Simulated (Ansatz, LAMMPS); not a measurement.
**Structural relaxation of Mg2+ triflate in dimethoxyethane and diethyl carbonate, from a frame at 300 K (101 atoms)**

How does Mg2+ triflate in dimethoxyethane and diethyl carbonate, from a frame at 300 K (101 atoms) relax, and what do bonds, charges and levels look like afterwards?

Main program and level: Ansatz 0.2.0; Kohn-Sham DFT, PBE+D3(BJ), PAW (set soft_2), plane waves.

Most raw output is cut from this account.

## (1) The starting structure

The cell holds 101 atoms: 24 C, 18 O, 50 H, 2 S, 6 F and 1 Mg. Its edges and angles: a = 10.575 Å, b = 10.575 Å, c = 10.575 Å, α = 90.0°, β = 90.0°, γ = 90.0°. 3 dimethoxyethane, 2 diethyl carbonate, 1 Mg2+, 2 triflate placed at random, at 1.16 g/cm³; overlaps pushed apart, then 10 ps at 550 K with divalent ions of Li, Roberts, Chakravorty and Merz (J. Chem. Theory Comput. 9, 2733 (2013)); MMFF94 bonds, angles, torsions, charges and radii (Halgren, J. Comput. Chem. 17, 490 (1996)) in harmonic and 12-6 forms; charges of ions scaled by 0.8. Snapshot after 30 ps at 300 K and fixed volume.

Before any run, some limits are plain. The network of contacts between molecules at the start is that of the classical potential that made the cell. The Brillouin zone is sampled at Γ only, in a cell whose shortest periodic width is 11 Å.

## (2) How the cell was made

A classical potential makes the cell, at a small fraction of what the same run would cost in DFT.

This step: classical MD, divalent ions of Li, Roberts, Chakravorty and Merz (J. Chem. Theory Comput. 9, 2733 (2013)); MMFF94 bonds, angles, torsions, charges and radii (Halgren, J. Comput. Chem. 17, 490 (1996)) in harmonic and 12-6 forms; charges of ions scaled by 0.8 (LAMMPS 22 Jul 2025 - Update 4).

The input, in.lmp:

```
# Mg2+ triflate in dimethoxyethane and diethyl carbonate
units real
atom_style full
boundary p p p
bond_style harmonic
angle_style harmonic
dihedral_style opls
improper_style harmonic
special_bonds lj 0 0 0.5 coul 0 0 0.75
read_data data.lmp
neigh_modify delay 0 every 1 check yes one 4000
comm_modify cutoff 12.0
timestep 0.5
thermo_style custom step time temp pe press density
thermo_modify norm yes
# push overlapping molecules apart
pair_style soft 2.6
pair_coeff * * 0.0
variable a equal ramp(1,60)
fix ad all adapt 1 pair soft a * * v_a
velocity all create 550 786519 mom yes dist gaussian
fix lim all nve/limit 0.03
fix lan all langevin 550 550 50 786520 zero yes
thermo 1000
run 3000 post no
unfix ad
pair_style lj/cut/coul/long 9.0
pair_modify mix arithmetic tail yes
pair_coeff 1 1 0.0678 3.3680   # C
pair_coeff 2 2 0.0763 3.0430   # O
pair_coeff 3 3 0.0678 3.4070   # C
pair_coeff 4 4 0.0763 2.9870   # O
pair_coeff 5 5 0.0216 2.5400   # H
pair_coeff 6 6 0.0763 3.0960   # O
# [... 21 lines left out ...]
compute msd all msd com yes
thermo 7500
fix md all nvt temp 300 300 100
run 30000 post no
print "== T300: mean square displacement over the hold $(c_msd[4]:%.2f) A^2"
unfix md
uncompute msd
write_dump all custom T300.dump id type xs ys zs modify sort id
```

The run is started by

```sh
$ lmp -in in.lmp -log none -nocite
```

The job ended after 16 s (1 thread of Intel Xeon Platinum 8488C (Sapphire Rapids), shared host; peak memory 0.12 GiB).

The input also reads data.lmp (atoms, bonds and types; not printed here).

## (3) Single point at the start

The forces at the start show how far the geometry lies from a minimum of this functional.

The input, input.yaml:

```yaml
crystal:
  lattice:
    - [10.57534, 0.0, 0.0]
    - [0.0, 10.57534, 0.0]
    - [0.0, 0.0, 10.57534]
  atoms:
    - { symbol: C, position: [0.04109, 0.86576, 0.66225] }
    - { symbol: C, position: [0.05318, 0.98768, 0.72119] }
    - { symbol: O, position: [0.06891, 0.96883, 0.8538] }
    - { symbol: C, position: [0.19111, 0.95045, 0.8935] }
    - { symbol: O, position: [0.28212, 0.95255, 0.82149] }
    - { symbol: O, position: [0.19187, 0.94298, 0.01997] }
    - { symbol: C, position: [0.31387, 0.91839, 0.07387] }
    - { symbol: C, position: [0.30499, 0.85545, 0.20545] }
    - { symbol: H, position: [0.13467, 0.81387, 0.67244] }
    - { symbol: H, position: [0.96168, 0.80707, 0.6902] }
    - { symbol: H, position: [0.0336, 0.88068, 0.54853] }
    - { symbol: H, position: [0.13374, 0.0411, 0.68109] }
    - { symbol: H, position: [0.96409, 0.04163, 0.70427] }
    - { symbol: H, position: [0.36814, 0.00729, 0.07936] }
    - { symbol: H, position: [0.36562, 0.84549, 0.01517] }
    - { symbol: H, position: [0.26466, 0.76132, 0.19971] }
    - { symbol: H, position: [0.23049, 0.90725, 0.26309] }
    - { symbol: H, position: [0.39614, 0.85315, 0.25684] }
    - { symbol: C, position: [0.15141, 0.29153, 0.38486] }
    - { symbol: C, position: [0.01734, 0.2681, 0.44157] }
    - { symbol: O, position: [0.97585, 0.38476, 0.5004] }
    - { symbol: C, position: [0.8502, 0.38412, 0.52957] }
    - { symbol: O, position: [0.77198, 0.30672, 0.49301] }
    - { symbol: O, position: [0.82647, 0.49335, 0.59502] }
    - { symbol: C, position: [0.69119, 0.5074, 0.62282] }
    - { symbol: C, position: [0.65706, 0.48092, 0.76103] }
    - { symbol: H, position: [0.21161, 0.35094, 0.44306] }
    - { symbol: H, position: [0.19992, 0.1961, 0.37357] }
    - { symbol: H, position: [0.14035, 0.33766, 0.29] }
    - { symbol: H, position: [0.95247, 0.24047, 0.36339] }
    - { symbol: H, position: [0.01663, 0.19559, 0.51207] }
    - { symbol: H, position: [0.62595, 0.4531, 0.55537] }
    - { symbol: H, position: [0.67811, 0.60893, 0.59314] }
    - { symbol: H, position: [0.70166, 0.39209, 0.78847] }
    - { symbol: H, position: [0.55318, 0.47192, 0.77273] }
    - { symbol: H, position: [0.68779, 0.56363, 0.8265] }
    - { symbol: C, position: [0.38497, 0.3424, 0.15552] }
    - { symbol: O, position: [0.45698, 0.43979, 0.21699] }
    - { symbol: C, position: [0.58402, 0.42161, 0.19118] }
    - { symbol: C, position: [0.65135, 0.54249, 0.23667] }
    - { symbol: O, position: [0.77904, 0.54584, 0.2016] }
    - { symbol: C, position: [0.84189, 0.6372, 0.27009] }
    - { symbol: H, position: [0.38122, 0.27225, 0.22441] }
    - { symbol: H, position: [0.28728, 0.37799, 0.13476] }
    - { symbol: H, position: [0.42759, 0.30964, 0.0633] }
    - { symbol: H, position: [0.60767, 0.41297, 0.09272] }
    - { symbol: H, position: [0.61933, 0.34158, 0.23927] }
    - { symbol: H, position: [0.6033, 0.63013, 0.20317] }
    - { symbol: H, position: [0.65209, 0.53787, 0.34121] }
    - { symbol: H, position: [0.94341, 0.62866, 0.25771] }
    - { symbol: H, position: [0.82193, 0.63917, 0.37489] }
    - { symbol: H, position: [0.82247, 0.73946, 0.24247] }
    - { symbol: C, position: [0.0257, 0.34335, 0.04137] }
    - { symbol: O, position: [0.11913, 0.36604, 0.94704] }
    - { symbol: C, position: [0.08219, 0.47522, 0.8756] }
    - { symbol: C, position: [0.0967, 0.59279, 0.95264] }
    - { symbol: O, position: [0.20844, 0.66263, 0.91519] }
    - { symbol: C, position: [0.31443, 0.59482, 0.96392] }
    - { symbol: H, position: [0.01943, 0.41798, 0.10776] }
    - { symbol: H, position: [0.9294, 0.3186, 0.99799] }
    - { symbol: H, position: [0.04955, 0.25094, 0.08639] }
    - { symbol: H, position: [0.98051, 0.4566, 0.85899] }
    - { symbol: H, position: [0.13045, 0.47806, 0.7828] }
    - { symbol: H, position: [0.00737, 0.64944, 0.95284] }
    - { symbol: H, position: [0.10372, 0.57436, 0.0523] }
    - { symbol: H, position: [0.32298, 0.50075, 0.91776] }
    - { symbol: H, position: [0.30306, 0.58098, 0.06813] }
    - { symbol: H, position: [0.39821, 0.65622, 0.9435] }
    - { symbol: C, position: [0.70474, 0.96052, 0.57652] }
    - { symbol: O, position: [0.57573, 0.99247, 0.59488] }
    - { symbol: C, position: [0.5282, 0.07536, 0.50049] }
    - { symbol: C, position: [0.46328, 0.18182, 0.57153] }
    - { symbol: O, position: [0.38503, 0.12967, 0.67269] }
    - { symbol: C, position: [0.34862, 0.24111, 0.74242] }
    - { symbol: H, position: [0.76781, 0.04162, 0.56774] }
    - { symbol: H, position: [0.74334, 0.91081, 0.66198] }
    - { symbol: H, position: [0.71357, 0.90598, 0.48822] }
    - { symbol: H, position: [0.46159, 0.02565, 0.44465] }
    [... 17 atom lines left out ...]
    - { symbol: O, position: [0.5325, 0.76542, 0.47293] }
    - { symbol: C, position: [0.33699, 0.62506, 0.52413] }
    - { symbol: F, position: [0.40686, 0.51622, 0.54388] }
    - { symbol: F, position: [0.29342, 0.62094, 0.40564] }
    - { symbol: F, position: [0.22788, 0.61514, 0.59711] }
    - { symbol: Mg, position: [0.4404, 0.95761, 0.72191] }
kpoints:
  mp_grid: { grid: [1, 1, 1] }
hamiltonian:
  xc: pbe
  dispersion: d3bj
scf:
  occupations: { method: fixed }
output:
  forces: true
  stress: true
  populations: true
  dos:
    method: { smearing: { sigma: 0.1 } }
    de: 0.1
    projected: { site_lists: { C: [C], F: [F], H: [H], Mg: [Mg], O: [O] } }
  eigenvalues: true
```

The run is started by

```sh
$ ansatz run input.yaml --threads 4 --pin off --max-ram 8192MiB --backend cpu --events-out ev --progress --plain --runs-dir out
```

It took 6.3 s on 4 threads of Intel Xeon Platinum 8488C (Sapphire Rapids), shared host; peak memory 1.3 GiB.

The run gave:

```yaml
free_energy: -25605.8932 eV
free_energy_per_atom: -253.5237 eV/atom
scf_cycles: 10
pressure: 0.1534 GPa
r_m_s_force_component: 0.8782 eV/Å
longest_force: 4.97 eV/Å
fermi_energy: -0.5695 eV
spacing_of_highest_filled_and_lowest_empty_level: 4.228 eV
spilling_of_the_projection: 0.01399
```

The r.m.s. force component of 0.88 eV/Å and the pressure of 0.15 GPa set the starting point.

Neighbours are counted within 1.34 Å (H-C), 1.85 Å (C-C), 1.73 Å (C-O), 1.62 Å (C-F), 2.21 Å (C-S), 1.88 Å (O-S), 2.62 Å (O-Mg).

Length of the force by element and coordination:

| element | coordination | atoms | mean length of the force (eV/Å) | spread | least | most |
| --- | --- | --- | --- | --- | --- | --- |
| C | all | 24 | 2.03 | 0.847 | 0.769 | 4.97 |
| C | 3 | 2 | 1.33 | 0.475 | 0.853 | 1.80 |
| C | 4 | 22 | 2.10 | 0.845 | 0.769 | 4.97 |
| F | all | 6 | 1.29 | 0.310 | 0.828 | 1.87 |
| H | all | 50 | 0.923 | 0.517 | 0.266 | 2.45 |
| Mg | all | 1 | 1.26 | 0 | 1.26 | 1.26 |
| O | all | 18 | 1.33 | 0.606 | 0.464 | 2.74 |
| O | 1 | 4 | 1.07 | 0.227 | 0.866 | 1.46 |
| O | 2 | 12 | 1.31 | 0.584 | 0.464 | 2.41 |
| O | 3 | 2 | 1.94 | 0.807 | 1.13 | 2.74 |
| S | all | 2 | 2.34 | 0.101 | 2.24 | 2.44 |

## (4) Cell and atoms relaxed

The cell is relaxed with the atoms, since the starting lattice needn't suit this functional.

input.yaml, the sections that differ from step 3:

```yaml
output:
  forces: true
relax:
  f_tol: 0.05
  max_steps: 200
  cell: {}
# crystal, kpoints, hamiltonian, scf: as in step 3
```

Elapsed: 3.9 min, on 4 threads; peak memory 1.3 GiB; 14 min of CPU time.

The steps of the relaxation (22 of 60):

| step | energy less that of the first step (eV) | largest force component (eV/Å) | pressure (GPa) | volume (Å³) |
| --- | --- | --- | --- | --- |
| 1 | 0.0000 | 4.2116 | 0.15 | 1182.72 |
| 4 | -3.8263 | 0.6660 | -0.19 | 1153.49 |
| 7 | -4.1926 | 0.2262 | -0.19 | 1128.04 |
| 9 | -4.2182 | 0.7423 | -0.60 | 1118.21 |
| 12 | -4.2910 | 0.3416 | -0.25 | 1120.56 |
| 15 | -4.3068 | 0.0608 | -0.07 | 1123.52 |
| 18 | -4.3282 | 0.0694 | -0.01 | 1120.51 |
| 21 | -4.3365 | 0.0741 | -0.08 | 1121.29 |
| 23 | -4.3516 | 0.1223 | -0.11 | 1119.48 |
| 26 | -4.3575 | 0.1098 | 0.04 | 1121.73 |
| 29 | -4.3695 | 0.1813 | -0.12 | 1121.19 |
| 32 | -4.3796 | 0.0661 | -0.02 | 1121.97 |
| 35 | -4.3917 | 0.0941 | -0.05 | 1121.05 |
| 38 | -4.3961 | 0.0415 | -0.04 | 1121.42 |
| 40 | -4.3998 | 0.0756 | -0.09 | 1121.55 |
| 43 | -4.4035 | 0.0629 | -0.06 | 1121.54 |
| 46* | -4.2786 | 0.0264 | -0.20 | 1121.40 |
| 49* | -4.3052 | 0.0361 | -0.03 | 1090.89 |
| 52 | -4.3524 | 0.1070 | 0.01 | 1077.07 |
| 54 | -4.3587 | 0.0507 | -0.07 | 1075.92 |
| 57 | -4.3306 | 0.0329 | -0.02 | 1068.26 |
| 60* | -4.3126 | 0.0194 | 0.02 | 1066.93 |

Relaxation steps marked * repeat the geometry before them on a plane-wave basis chosen anew for their cell, so energy and pressure can jump there. Other such steps can lie between the rows shown. Relaxation steps 9, 19, 27, 33 were tried and not accepted.

| cell as run | before | after | change |
| --- | --- | --- | --- |
| a (Å) | 10.575 | 10.352 | -2.1 % |
| b (Å) | 10.575 | 10.210 | -3.5 % |
| c (Å) | 10.575 | 10.098 | -4.5 % |
| α (°) | 90.00 | 90.05 | +0.1 % |
| β (°) | 90.00 | 88.48 | -1.7 % |
| γ (°) | 90.00 | 90.45 | +0.5 % |
| volume (Å³/atom) | 11.71 | 10.56 | -9.8 % |

The atoms that moved most (Å, as changes of fractional coordinates times the final cell):

| atom | dx | dy | dz | length |
| --- | --- | --- | --- | --- |
| H17 | 0.546 | 1.882 | -0.622 | 2.056 |
| H16 | -0.191 | 1.738 | 0.618 | 1.855 |
| H27 | -0.242 | -1.321 | 1.107 | 1.741 |
| H48 | 1.195 | -0.415 | -1.094 | 1.673 |
| H9 | -1.230 | -1.089 | 0.293 | 1.669 |
| H12 | 0.064 | -1.313 | -0.393 | 1.372 |
| C8 | 0.101 | 1.365 | -0.042 | 1.369 |
| H18 | 0.129 | 1.324 | -0.086 | 1.333 |

The relaxation changed the energy by -42.7 meV/atom, and atoms moved by 0.86 Å r.m.s., 2.1 Å at most.

## (5) Local order after relaxation

Bonds before and after, by the cutoffs listed below:

| pair | bonds before | bonds after | mean before (Å) | mean after (Å) | spread before (Å) | spread after (Å) |
| --- | --- | --- | --- | --- | --- | --- |
| H-C | 50 | 50 | 1.108 | 1.099 | 0.031 | 0.004 |
| C-C | 7 | 7 | 1.518 | 1.512 | 0.038 | 0.008 |
| C-O | 22 | 22 | 1.398 | 1.398 | 0.063 | 0.069 |
| C-F | 6 | 6 | 1.354 | 1.347 | 0.029 | 0.005 |
| C-S | 2 | 2 | 1.846 | 1.873 | 0.010 | 0.001 |
| O-S | 6 | 6 | 1.460 | 1.470 | 0.012 | 0.020 |
| O-Mg | 6 | 6 | 2.034 | 2.114 | 0.094 | 0.108 |

Density 1.29 g/cm³, 10.56 Å³ an atom.

g(r), total and by pair (bins of 0.2 Å):

| r (Å) | total | H-H | H-C | H-O | H-F | H-S | H-Mg |
| --- | --- | --- | --- | --- | --- | --- | --- |
| 1.00 | 2.52 | 0.00 | 10.70 | 0.00 | 0.00 | 0.00 | 0.00 |
| 1.20 | 1.10 | 0.00 | 4.19 | 0.00 | 0.00 | 0.00 | 0.00 |
| 1.40 | 1.34 | 0.00 | 0.00 | 0.00 | 0.00 | 0.00 | 0.00 |
| 1.60 | 0.25 | 0.00 | 0.00 | 0.00 | 0.00 | 0.00 | 0.00 |
| 1.80 | 1.10 | 4.30 | 0.00 | 0.00 | 0.00 | 0.00 | 0.00 |
| 2.00 | 0.75 | 0.00 | 0.00 | 4.00 | 0.00 | 0.00 | 0.00 |
| 2.20 | 0.96 | 0.26 | 2.42 | 0.39 | 0.00 | 0.00 | 0.00 |
| 2.40 | 0.89 | 1.40 | 0.23 | 0.48 | 0.25 | 0.00 | 0.00 |
| 2.60 | 1.21 | 1.91 | 1.03 | 1.64 | 0.62 | 0.00 | 0.00 |
| 2.80 | 0.66 | 1.08 | 0.41 | 1.08 | 1.08 | 0.00 | 0.00 |
| 3.00 | 0.82 | 1.33 | 0.62 | 0.68 | 0.47 | 0.00 | 0.00 |
| 3.20 | 0.83 | 0.50 | 1.06 | 0.70 | 0.97 | 0.81 | 4.05 |
| 3.40 | 0.80 | 0.74 | 1.09 | 0.70 | 0.72 | 1.48 | 0.72 |
| 3.60 | 1.00 | 0.79 | 1.16 | 0.91 | 1.21 | 1.98 | 0.67 |
| 3.80 | 0.98 | 1.06 | 0.95 | 0.75 | 1.09 | 1.50 | 1.19 |
| 4.00 | 0.99 | 0.85 | 1.42 | 0.80 | 0.62 | 0.26 | 2.66 |
| 4.20 | 1.16 | 1.16 | 0.96 | 1.12 | 1.85 | 0.96 | 1.00 |
| 4.40 | 1.12 | 0.98 | 1.24 | 1.37 | 1.31 | 1.09 | 1.28 |
| 4.60 | 1.10 | 1.32 | 0.77 | 1.41 | 0.99 | 0.80 | 0.39 |
| 4.80 | 1.07 | 1.08 | 1.01 | 1.38 | 1.23 | 1.66 | 0.74 |

Bonds by pair of elements; cutoffs follow the first minimum of g(r), held within bounds set by covalent radii, and pairs that aren't listed don't count as bonded:

| pair A-B | cutoff (Å) | bonds | mean length (Å) | spread (Å) | shortest (Å) | B about A | A about B |
| --- | --- | --- | --- | --- | --- | --- | --- |
| H-C | 1.34 | 50 | 1.10 | 0.004 | 1.09 | 1 | 2.08 |
| C-C | 1.85 | 7 | 1.51 | 0.008 | 1.50 | 0.583 | 0.583 |
| C-O | 1.73 | 22 | 1.40 | 0.069 | 1.22 | 0.917 | 1.22 |
| C-F | 1.62 | 6 | 1.35 | 0.005 | 1.34 | 0.25 | 1 |
| C-S | 2.21 | 2 | 1.87 | 0.001 | 1.87 | 0.083 | 1 |
| O-S | 1.88 | 6 | 1.47 | 0.02 | 1.45 | 0.333 | 3 |
| O-Mg | 2.73 | 6 | 2.11 | 0.108 | 1.99 | 0.333 | 6 |

How many atoms have how many bonded neighbours:

| element | mean | 1 | 2 | 3 | 4 | 6 |
| --- | --- | --- | --- | --- | --- | --- |
| C | 3.92 | 0 | 0 | 2 | 22 | 0 |
| F | 1 | 6 | 0 | 0 | 0 | 0 |
| H | 1 | 50 | 0 | 0 | 0 | 0 |
| Mg | 6 | 0 | 0 | 0 | 0 | 1 |
| O | 1.89 | 4 | 12 | 2 | 0 | 0 |
| S | 4 | 0 | 0 | 0 | 2 | 0 |

Bond angles (no mean is given where the spread exceeds 20°):

| angle | count | mean (°) | spread (°) |
| --- | --- | --- | --- |
| H-C-H | 40 | 109 | 0.9 |
| H-C-O | 38 | 109 | 2 |
| C-C-H | 32 | 111 | 1.2 |
| O-Mg-O | 15 | - | - |
| C-C-O | 10 | 109 | 2.8 |

Bond length by coordination (bonds to H left out):

| element | coordination | atoms | mean bond length (Å) |
| --- | --- | --- | --- |
| C | 3 | 2 | 1.30 |
| C | 4 | 22 | 1.47 |
| O | 1 | 4 | 1.39 |
| O | 2 | 12 | 1.53 |
| O | 3 | 2 | 1.67 |

With the cutoffs above, 92 % of C atoms have 4, all F atoms have 1, all H atoms have 1 and all Mg atoms have 6 bonded neighbours. The H-C-H angle averages 109° with a spread of 0.9°.

(Continued in part 2 of 2.)

[Logs are printed without paths, hosts, clocks, repeated set-up lines and the standing remarks that a program may print on its own settings, such as how far it seeks lower states.]

[Hosts, paths, dates, database ids (printed as entryN), source tags and the programs' standing remarks are cut or masked in the printed files.]

[The MMFF94 radii named for the starting cell were scaled by 0.96; in molecules described by MMFF94, hydrogen bound to N, O or S took a small fixed 12-6 site in their place.]
